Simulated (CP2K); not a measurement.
Consider 2-mercaptofuran at its PBE geometry (Å).

```xyz
10

S     2.5876   -0.1650   -0.3519
C     0.8529   -0.1051   -0.1279
C    -0.1052   -1.0786   -0.2458
C    -1.3554   -0.4450    0.0602
C    -1.0810    0.8595    0.3423
O     0.2816    1.0937    0.2337
H     2.7713    1.1458   -0.0855
H     0.0599   -2.1145   -0.5177
H    -2.3354   -0.9094    0.0685
H    -1.6765    1.7186    0.6241
```

Method: CP2K XAS_TDP, all-electron GAPW, PBEh(45%), aug-cc-pVDZ, TDA, no relativity.

Where do the O K-edge lines lie, and how strong are they?

Leading lines: O6 530.97 eV. The leading line of an atom is its first one with 35 % of the strongest within 2.5 eV of its lowest line over the strength cut. 

The first six lines of each atom with a strength over 0.0015:

```csv
atom,energy (eV),states,"strength, one atom"
O6 (bonded to 2 C),530.97,1,0.0265
,533.00,1,0.0180
,534.04,1,0.0041
,534.33,1,0.0085
,534.64,1,0.0095
,534.89,1,0.0129
```

Lines are vertical, at one geometry, with no vibrational structure. Without a correction of the core level, line positions, and the gaps between valence and Rydberg lines, follow the share of exact exchange. At this level such K lines come out 3 to 6 eV under measured ones. These values hold no scalar relativity, about 0.4 eV for O 1s. Rydberg lines, and the discretised continuum above threshold, depend on the basis and the box.

[Banner, clock and machine lines of the logs are left out without a mark of their own.]

[Logs are printed without paths, hosts, clocks, repeated set-up lines and the standing remarks that a program may print on its own settings, such as how far it seeks lower states.]

[Hosts, paths, dates, database ids (printed as entryN), source tags and the programs' standing remarks are cut or masked in the printed files.]
